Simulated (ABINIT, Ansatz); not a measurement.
## Quasiparticle gap of SrTiO3 (Tausonite) in ABINIT

Aim: the G0W0 gap of SrTiO3 (Tausonite) on PBE, step by step.

Program: ABINIT 10.8.3. Level of theory: PBE and many-body steps on it, plane waves. Values are calculated unless marked as measured.

**What was measured.**

- Gap 3.77 eV: direct gap (M0 critical point); spectroscopic ellipsometry, second-derivative fit; 300 K; bulk crystal (commercial single crystal) (“Optical probe of ferroelectric order in bulk and thin film perovskite titanates”, 2013, arxiv:1309.1245).

## (1) The starting structure

Symmetry: Pm-3m, No. 221, cubic system. Conventional cell: a = 3.905 Å, b = 3.905 Å, c = 3.905 Å, α = 90.00°, β = 90.00°, γ = 90.00°. Sr has 12 O at 2.76 Å nearest. Nearest to Ti lie 6 O at 1.95 Å. Nearest to O lie 2 Ti at 1.95 Å and 4 Sr at 2.76 Å. Farther neighbours, and contacts between anions beyond the nearest, are not listed.

The cell and positions come from the Crystallography Open Database and are kept as given unless a step says otherwise.

## (2) Ground state

This step: ABINIT 10.8.3; DFT, PBE, plane waves, norm-conserving pseudopotentials.

The ground-state density comes first.

run.abi reads:

```
acell 3*1.0 Angstrom
rprim 
  3.905280000000 0.000000000000 0.000000000000
  0.000000000000 3.905280000000 0.000000000000
  0.000000000000 0.000000000000 3.905280000000
ntypat 3
znucl 38 22 8
natom 5
typat 1 2 3 3 3
xred 
  0.500000000000 0.500000000000 0.500000000000
  0.000000000000 0.000000000000 0.000000000000
  0.500000000000 0.000000000000 0.000000000000
  0.000000000000 0.500000000000 0.000000000000
  0.000000000000 0.000000000000 0.500000000000
pp_dirpath "pseudos"
pseudos "Sr.upf, Ti.upf, O.upf"
ecut 38
ngkpt 6 6 6
nshiftk 1
shiftk 0 0 0
kptopt 1
chksymbreak 0
nband 26
occopt 1
tolvrs 1e-10
nstep 60
prtwf 0
optforces 0
optstress 0
indata_prefix "in"
outdata_prefix "out"
tmpdata_prefix "tmp"
```

The run is started by

```
$ OMP_NUM_THREADS=1 mpirun -n 4 abinit run.abi > log
```

The log of the run:

```text
.Version 10.8.3 of ABINIT. v10.8.2 released Aug 2026.

 Symmetries : space group Pm -3 m (#221); Bravais cP (primitive cubic)
================================================================================
 Values of the parameters that define the memory need of the present run
     intxc =       0    ionmov =       0      iscf =       7    lmnmax =       6
     lnmax =       6     mgfft =      45  mpssoang =       3    mqgrid =    3001
     natom =       5  nloc_mem =       1    nspden =       1   nspinor =       1
    nsppol =       1      nsym =      48    n1xccc =    2501    ntypat =       3
    occopt =       1   xclevel =       2
-    mband =          26        mffmem =           1         mkmem =           5
       mpw =        4525          nfft =       91125          nkpt =          20
================================================================================
  Rough estimation (10% accuracy) of disk space for files :
================================================================================

--------------------------------------------------------------------------------
------------- Echo of variables that govern the present computation ------------
--------------------------------------------------------------------------------
 -outvars: echo values of preprocessed input variables --------
            acell      1.8897261259E+00  1.8897261259E+00  1.8897261259E+00 Bohr

      chksymbreak           0
             ecut      3.80000000E+01 Hartree
-          fftalg         312

              ixc     -101130
              kpt      0.00000000E+00  0.00000000E+00  0.00000000E+00
                       1.66666667E-01  0.00000000E+00  0.00000000E+00
                       3.33333333E-01  0.00000000E+00  0.00000000E+00
                       5.00000000E-01  0.00000000E+00  0.00000000E+00
                       1.66666667E-01  1.66666667E-01  0.00000000E+00
                       3.33333333E-01  1.66666667E-01  0.00000000E+00
                       5.00000000E-01  1.66666667E-01  0.00000000E+00
                       3.33333333E-01  3.33333333E-01  0.00000000E+00
                       5.00000000E-01  3.33333333E-01  0.00000000E+00
   [... 9 further rows ...]
                       5.00000000E-01  5.00000000E-01  3.33333333E-01
                       5.00000000E-01  5.00000000E-01  5.00000000E-01
         kptrlatt        6    0    0      0    6    0      0    0    6
          kptrlen      4.42794579E+01
P           mkmem           5
            natom           5
            nband          26
            ngfft          45      45      45
             nkpt          20
            nstep          60
             nsym          48
           ntypat           3
              occ      2.000000  2.000000  2.000000  2.000000  2.000000  2.000000
                       2.000000  2.000000  2.000000  2.000000  2.000000  2.000000
                       2.000000  2.000000  2.000000  2.000000  2.000000  2.000000
                       2.000000  2.000000  0.000000  0.000000  0.000000  0.000000
                       0.000000  0.000000
        optforces           0
        optstress           0
            prtwf           0
            rprim      3.9052800000E+00  0.0000000000E+00  0.0000000000E+00
[...]
spgroup         221

           tolvrs      1.00000000E-10

             xred      5.0000000000E-01  5.0000000000E-01  5.0000000000E-01
[...]
znucl       38.00000   22.00000    8.00000

================================================================================

 chkinp: Checking input parameters for consistency.

================================================================================
== DATASET  1 ==================================================================
-   mpi_nproc: 4, omp_nthreads: 1 (-1 if OMP is not activated)

--- !DatasetInfo
iteration_state: {dtset: 1, }
dimensions: {natom: 5, nkpt: 20, mband: 26, nsppol: 1, nspinor: 1, nspden: 1, mpw: 4525, }
cutoff_energies: {ecut:  38.0, pawecutdg:  -1.0, }
electrons: {nelect:   4.00000000E+01, charge:   0.00000000E+00, occopt:   1.00000000E+00, tsmear:   1.00000000E-02, }

 Real(R)+Recip(G) space primitive vectors, cartesian coordinates (Bohr,Bohr^-1):
 R(1)=  7.3799096  0.0000000  0.0000000  G(1)=  0.1355030  0.0000000  0.0000000
 R(2)=  0.0000000  7.3799096  0.0000000  G(2)=  0.0000000  0.1355030  0.0000000
 R(3)=  0.0000000  0.0000000  7.3799096  G(3)=  0.0000000  0.0000000  0.1355030
 Unit cell volume ucvol=  4.0193251E+02 bohr^3
 Angles (23,13,12)=  9.00000000E+01  9.00000000E+01  9.00000000E+01 degrees

 getcut: wavevector=  0.0000  0.0000  0.0000  ngfft=  45  45  45
         ecut(hartree)=     38.000   => boxcut(ratio)=   2.14855

--- Pseudopotential description ------------------------------------------------
- Sr Generated using ONCVPSP code by D. R. Hamann
- 38.00000  10.00000  171031                  znucl, zion, pspdat
12 -101130 2 -1 1834                          pspcod,pspxc,lmax,lloc,mmax
     nproj     2     2     2
  pspatm : epsatm=   12.84204793
         --- l  ekb(1:nproj) -->
[...]
pspatm: atomic psp has been read  and splines computed

- Ti Generated using ONCVPSP code by D. R. Hamann
- 22.00000  12.00000  171031                  znucl, zion, pspdat
12 -101130 2 -1 1586                          pspcod,pspxc,lmax,lloc,mmax
     nproj     2     2     2
  pspatm : epsatm=   14.68144553
         --- l  ekb(1:nproj) -->
[...]
pspatm: atomic psp has been read  and splines computed

- O Generated using ONCVPSP code by D. R. Hamann
-  8.00000   6.00000  171031                  znucl, zion, pspdat
12 -101130 2 -1 936                           pspcod,pspxc,lmax,lloc,mmax
     nproj     2     2     1
  pspatm : epsatm=    6.19545534
         --- l  ekb(1:nproj) -->
[...]
2   -1.331955
 pspatm: atomic psp has been read  and splines computed

   1.84439438E+03                                ecore*ucvol(ha*bohr**3)
--------------------------------------------------------------------------------

_setup2: Arith. and geom. avg. npw (full set) are    4500.495    4500.470

================================================================================

--- !BeginCycle
iteration_state: {dtset: 1, }
solver: {iscf: 7, nstep: 60, nline: 4, wfoptalg: 0, }
tolerances: {tolvrs: 1.00E-10, }

     iter   Etot(hartree)      deltaE(h)  residm     vres2
 ETOT  1  -142.93984632578    -1.429E+02 1.204E-01 1.913E+03
 ETOT  2  -134.35252462204     8.587E+00 1.309E-01 3.322E+04
 ETOT  3  -143.46700343535    -9.114E+00 7.517E-02 4.465E+02
 ETOT  4  -143.48430351532    -1.730E-02 1.176E-02 2.757E+02
 ETOT  5  -143.52490314262    -4.060E-02 3.524E-03 7.963E+01
 ETOT  6  -143.53667094116    -1.177E-02 2.378E-03 2.084E+01
 ETOT  7  -143.54052405821    -3.853E-03 9.859E-03 1.503E+00
 ETOT  8  -143.54082156406    -2.975E-04 1.867E-03 1.093E-01
 ETOT  9  -143.54084400344    -2.244E-05 4.528E-03 3.528E-04
 ETOT 10  -143.54084405617    -5.273E-08 1.489E-03 1.322E-04
 ETOT 11  -143.54084407869    -2.251E-08 1.326E-03 4.309E-06
 ETOT 12  -143.54084407962    -9.340E-10 9.459E-04 1.902E-09
 ETOT 13  -143.54084407962    -2.785E-12 1.805E-03 8.134E-10
 ETOT 14  -143.54084407963    -5.002E-12 1.226E-03 2.542E-12

 At SCF step   14       vres2   =  2.54E-12 < tolvrs=  1.00E-10 =>converged.

--- !ResultsGS
iteration_state: {dtset: 1, }
comment   : Summary of ground state results
lattice_vectors:
- [  7.3799096,   0.0000000,   0.0000000, ]
- [  0.0000000,   7.3799096,   0.0000000, ]
- [  0.0000000,   0.0000000,   7.3799096, ]
lattice_lengths: [   7.37991,    7.37991,    7.37991, ]
lattice_angles: [ 90.000,  90.000,  90.000, ] # degrees, (23, 13, 12)
lattice_volume:   4.0193251E+02
convergence: {deltae: -5.002E-12, res2:  2.542E-12, residm:  1.226E-03, diffor:  0.000E+00, }
etotal    :  -1.43540844E+02
entropy   :   0.00000000E+00
fermie    :   2.54497182E-01
cartesian_stress_tensor: null
pressure_GPa: null
xred      :
- [  5.0000E-01,   5.0000E-01,   5.0000E-01, Sr]
- [  0.0000E+00,   0.0000E+00,   0.0000E+00, Ti]
- [  5.0000E-01,   0.0000E+00,   0.0000E+00,  O]
- [  0.0000E+00,   5.0000E-01,   0.0000E+00,  O]
- [  0.0000E+00,   0.0000E+00,   5.0000E-01,  O]
cartesian_forces: null
force_length_stats: {min: null, max: null, mean: null, }

 Integrated electronic density in atomic spheres:
 ------------------------------------------------
 Atom  Sphere_radius  Integrated_density
[...]
================================================================================

 ----iterations are completed or convergence reached----

 Mean square residual over all n,k,spin=   83.496E-07; max=  12.261E-04
 reduced coordinates (array xred) for    5 atoms
       0.500000      0.500000      0.500000
       0.000000      0.000000      0.000000
       0.500000      0.000000      0.000000
       0.000000      0.500000      0.000000
       0.000000      0.000000      0.500000
 rms dE/dt=  0.0000E+00; max dE/dt=  0.0000E+00; dE/dt below (all hartree)
    1       0.000000      0.000000      0.000000
    2       0.000000      0.000000      0.000000
    3       0.000000      0.000000      0.000000
    4       0.000000      0.000000      0.000000
    5       0.000000      0.000000      0.000000

 cartesian coordinates (angstrom) at end:
    1      1.952640     1.952640     1.952640
    2      0.000000     0.000000     0.000000
    3      1.952640     0.000000     0.000000
    4      0.000000     1.952640     0.000000
    5      0.000000     0.000000     1.952640
 length scales=  1.889726  1.889726  1.889726 bohr
              =  1.000000  1.000000  1.000000 angstroms
 prteigrs : about to open file out_EIG
 Fermi (or HOMO) energy (hartree) =   0.25450   Average Vxc (hartree)=  -0.42036
 Eigenvalues (hartree) for nkpt=  20  k points:
 kpt#   1, nband= 26, wtk=  0.00463, kpt=  0.0000  0.0000  0.0000 (reduced coord)
  -1.81815   -0.94790   -0.94625   -0.94625   -0.94625   -0.38343   -0.34734   -0.34734
  -0.28601   -0.28601   -0.28601    0.15118    0.15118    0.15118    0.21165    0.21165
   0.21165    0.24145    0.24145    0.24145    0.32460    0.32460    0.32460    0.41575
   0.41576    0.45510
 prteigrs : prtvol=0 or 1, do not print more k-points.

--- !EnergyTerms
iteration_state     : {dtset: 1, }
comment             : Components of total free energy in Hartree
kinetic             :  6.545430E+01
hartree             :  3.020297E+01
xc                  : -2.977265E+01
Ewald energy        : -1.062458E+02
psp_core            :  4.588816E+00
local_psp           : -1.060397E+02
non_local_psp       : -1.728779E+00
total_energy        : -1.435408E+02
total_energy_eV     : -3.905945E+03
band_energy         : -1.202594E+01

== END DATASET(S) ==============================================================
================================================================================

 -outvars: echo values of variables after computation  --------
           etotal     -1.4354084408E+02
            nband          26
             nkpt          20
          spgroup         221
 [... the other variables as echoed above ...]

 Calculation completed.
```

It took 31 s on 4 MPI ranks of Arm Neoverse V2, shared host; peak memory 0.34 GiB.

This step gave:

```
total energy               : -3905.9454 eV
gap                        : 1.908 eV
k of the valence top       : 0.5, 0.5, 0.5
k of the conduction bottom : 0, 0, 0
least direct gap           : 2.263 eV
```

The gap is indirect, with the least direct gap 0.36 eV higher.

## (3) Empty states on the mesh, 4×4×4 mesh, 143 bands

The sums over transitions need many empty states on a uniform mesh; this step solves for them.

Edit run.abi of step 2 so:

```diff
@@ -18,3 +18,3 @@
 ecut 38
-ngkpt 6 6 6
+ngkpt 4 4 4
 nshiftk 1
@@ -23,9 +23,10 @@
 chksymbreak 0
-nband 26
+irdden 1
+istwfk *1
+nband 143
+prtvol 0
+optdriver 6
+gwr_task "HDIAGO"
+paral_kgb 0
 occopt 1
-tolvrs 1e-10
-nstep 60
-prtwf 0
-optforces 0
-optstress 0
 indata_prefix "in"
```

The log of the run:

```text
[banner, memory and clock lines left out]
.Version 10.8.3 of ABINIT. v10.8.2 released Aug 2026.

 Symmetries : space group Pm -3 m (#221); Bravais cP (primitive cubic)
[... echo of the input left out ...]
== DATASET  1 ==================================================================
-   mpi_nproc: 4, omp_nthreads: 1 (-1 if OMP is not activated)

--- !DatasetInfo
iteration_state: {dtset: 1, }
dimensions: {natom: 5, nkpt: 10, mband: 143, nsppol: 1, nspinor: 1, nspden: 1, mpw: 4632, }
cutoff_energies: {ecut:  38.0, pawecutdg:  -1.0, }
electrons: {nelect:   4.00000000E+01, charge:   0.00000000E+00, occopt:   1.00000000E+00, tsmear:   1.00000000E-02, }

.Using double precision arithmetic; gwpc =  8

- Reading GS density from: in_DEN

--- Pseudopotential description ------------------------------------------------
- Sr Generated using ONCVPSP code by D. R. Hamann
- 38.00000  10.00000  171031                  znucl, zion, pspdat
12 -101130 2 -1 1834                          pspcod,pspxc,lmax,lloc,mmax
     nproj     2     2     2
  pspatm : epsatm=   12.84204793
         --- l  ekb(1:nproj) -->
             0    9.951127    1.027824
             1    7.382610    1.665143
             2    4.168853    0.950057
 pspatm: atomic psp has been read  and splines computed

- Ti Generated using ONCVPSP code by D. R. Hamann
- 22.00000  12.00000  171031                  znucl, zion, pspdat
12 -101130 2 -1 1586                          pspcod,pspxc,lmax,lloc,mmax
     nproj     2     2     2
  pspatm : epsatm=   14.68144553
         --- l  ekb(1:nproj) -->
[...]
pspatm: atomic psp has been read  and splines computed

- O Generated using ONCVPSP code by D. R. Hamann
-  8.00000   6.00000  171031                  znucl, zion, pspdat
12 -101130 2 -1 936                           pspcod,pspxc,lmax,lloc,mmax
     nproj     2     2     1
  pspatm : epsatm=    6.19545534
         --- l  ekb(1:nproj) -->
             0    6.056735    0.824024
             1   -4.717130   -1.149271
             2   -1.331955
 pspatm: atomic psp has been read  and splines computed

   1.84439438E+03                                ecore*ucvol(ha*bohr**3)

 Total charge density [el/Bohr^3]
)     Maximum=    1.3479E+00  at reduced coord.    0.0000    0.0000    0.9111
)     Minimum=    5.0390E-03  at reduced coord.    0.4889    0.4889    0.0000
   Integrated=    4.0000E+01

 === KS gaps after direct diagonalization ===
 Indirect band gap semiconductor
 Fundamental gap:     1.908 (eV)
   VBM:     6.925 (eV) at k: [ 5.0000E-01,  5.0000E-01,  5.0000E-01]
   CBM:     8.833 (eV) at k: [ 0.0000E+00,  0.0000E+00,  0.0000E+00]
 Direct gap:         2.263 (eV) at k: [ 0.0000E+00,  0.0000E+00,  0.0000E+00]

== END DATASET(S) ==============================================================

 -outvars: echo values of variables after computation  --------
           etotal      0.0000000000E+00
            nband         143
             nkpt          10
          spgroup         221
 [... the other variables as echoed above ...]

 Calculation completed.
```

Run time: 2.6 min. Hardware: 4 MPI ranks; peak memory 4.6 GiB; 10 min of CPU time.

Numbers from this step:

```yaml
gap: 1.908 eV
k_of_the_valence_top: 0.5, 0.5, 0.5
k_of_the_conduction_bottom: 0, 0, 0
least_direct_gap: 2.263 eV
k_points_computed: 10
lowest_point_of_the_top_converged_band_above_the_valence_top: 77.5025 eV
```

On this mesh the gap is 1.908 eV.

## (4) Screening, 4×4×4 mesh, 135 bands, screening to 149.7 eV

The RPA dielectric matrix is built and inverted for each q.

This step: RPA screening on PBE, plane waves, norm-conserving pseudopotentials.

Edit run.abi of step 3 so:

```diff
@@ -23,10 +23,11 @@
 chksymbreak 0
-irdden 1
 istwfk *1
-nband 143
-prtvol 0
-optdriver 6
-gwr_task "HDIAGO"
-paral_kgb 0
 occopt 1
+irdwfk 1
+optdriver 3
+nband 135
+ecuteps 5.5
+inclvkb 2
+awtr 1
+symchi 1
 indata_prefix "in"
```

The log of the run:

```text
.Version 10.8.3 of ABINIT. v10.8.2 released Aug 2026.

 Symmetries : space group Pm -3 m (#221); Bravais cP (primitive cubic)
[... echo of the input left out ...]
== DATASET  1 ==================================================================
-   mpi_nproc: 4, omp_nthreads: 1 (-1 if OMP is not activated)

--- !DatasetInfo
iteration_state: {dtset: 1, }
dimensions: {natom: 5, nkpt: 10, mband: 135, nsppol: 1, nspinor: 1, nspden: 1, mpw: 4632, }
cutoff_energies: {ecut:  38.0, pawecutdg:  -1.0, }
electrons: {nelect:   4.00000000E+01, charge:   0.00000000E+00, occopt:   1.00000000E+00, tsmear:   1.00000000E-02, }

 SCREENING: Calculation of the susceptibility and dielectric matrices

 Based on a program developped by R.W. Godby, V. Olevano, G. Onida, and L. Reining.
 Incorporated in ABINIT by V. Olevano, G.-M. Rignanese, and M. Torrent.
.Using double precision arithmetic ; gwpc =  8

[... cell and pseudopotentials left out ...]
--------------------------------------------------------------------------------

 ==== K-mesh for the wavefunctions ====
 Number of points in the irreducible wedge :    10
[... list of points left out ...]
 Together with 48 symmetry operations and time-reversal symmetry
 yields    64 points in the full Brillouin Zone.

 ==== Q-mesh for the screening function ====
 Number of points in the irreducible wedge :    10
[... list of points left out ...]
 Together with 48 symmetry operations and time-reversal symmetry
 yields    64 points in the full Brillouin Zone.

 setmesh: FFT mesh size selected  =    27x   27x   27
          total number of points  =        19683

 vcoul_init : cutoff-mode = AUXILIARY_FUNCTION
 q-points for optical limit:   1
     1)      0.000010    0.000020    0.000030

- screening: taking advantage of time-reversal symmetry
- Maximum band index for partially occupied states nbvw = 20
- Remaining bands to be divided among processors   nbcw = 115
- Number of bands treated by each node ~28

 Number of electrons calculated from density =   40.0000; Expected =   40.0000
 average of density, n =  0.099519
 r_s =    1.3387
 omega_plasma =   30.4305 [eV]

 calculating chi0 at frequencies [eV] :
  1    0.000000E+00    0.000000E+00
  2    0.000000E+00    3.043050E+01

--------------------------------------------------------------------------------
  q-point number  1        q = ( 0.000000, 0.000000, 0.000000) [r.l.u.]
--------------------------------------------------------------------------------
[... chi0 elements left out ...]
 For q-point:  0.000010 0.000020 0.000030
  dielectric constant =   6.4019
  dielectric constant without local fields =   6.7713

  Average fulfillment of the sum rule on Im[epsilon] for q-point    1 :     66.37  [%]
[... wings left out ...]
  q-point number  2        q = ( 0.250000, 0.000000, 0.000000) [r.l.u.]
--------------------------------------------------------------------------------
[... chi0 elements left out ...]
  Average fulfillment of the sum rule on Im[epsilon] for q-point    2 :     76.89  [%]

 [... 8 further q-points ...]
```

The job ended after 68 s (4 MPI ranks; peak memory 1.1 GiB; 4.5 min of CPU time).

Read from the output:

```yaml
eps_infinity_with_local_fields_on_this_mesh: 6.402
eps_infinity_without_local_fields_on_this_mesh: 6.771
plasma_frequency: 30.43 eV
plane_waves_in_the_screening_matrix: 251
```

Local fields lower ε∞ by 5 %. On a Γ-centred mesh this coarse the value itself is usually too large, while a short band sum pulls it down.

(Part 1 of 2 ends here.)

[Long decimals in the printed logs are rounded to 6 places.]

[Logs are printed without paths, hosts, clocks, repeated set-up lines and the standing remarks that a program may print on its own settings, such as how far it seeks lower states.]

[Paths, hosts, dates, memory and timing lines, banners, echoed tables and standing remarks are left out of the program output; an Ansatz launch command may be rebuilt from the run's recorded settings. Measured values are a selection of at most five: reports struck by readers or far from the other reports are left out. None is set beside runs whose start may be inverted or whose files or cutoffs have a known fault.]

[Runs of the session that timed out or met a known fault of the program may be left out.]

[Hosts, paths, dates, database ids (printed as entryN), source tags and the programs' standing remarks are cut or masked in the printed files.]

[G0W0 gaps are taken among the corrected bands and points alone; a level outside them can change the order at an edge.]

[Where Ansatz stands beside ABINIT at settings called matched, ABINIT's density can come from a denser mesh and the files from another edition; pairs whose starting gaps differed by over 0.03 eV were left out, so agreement reads better than it is.]
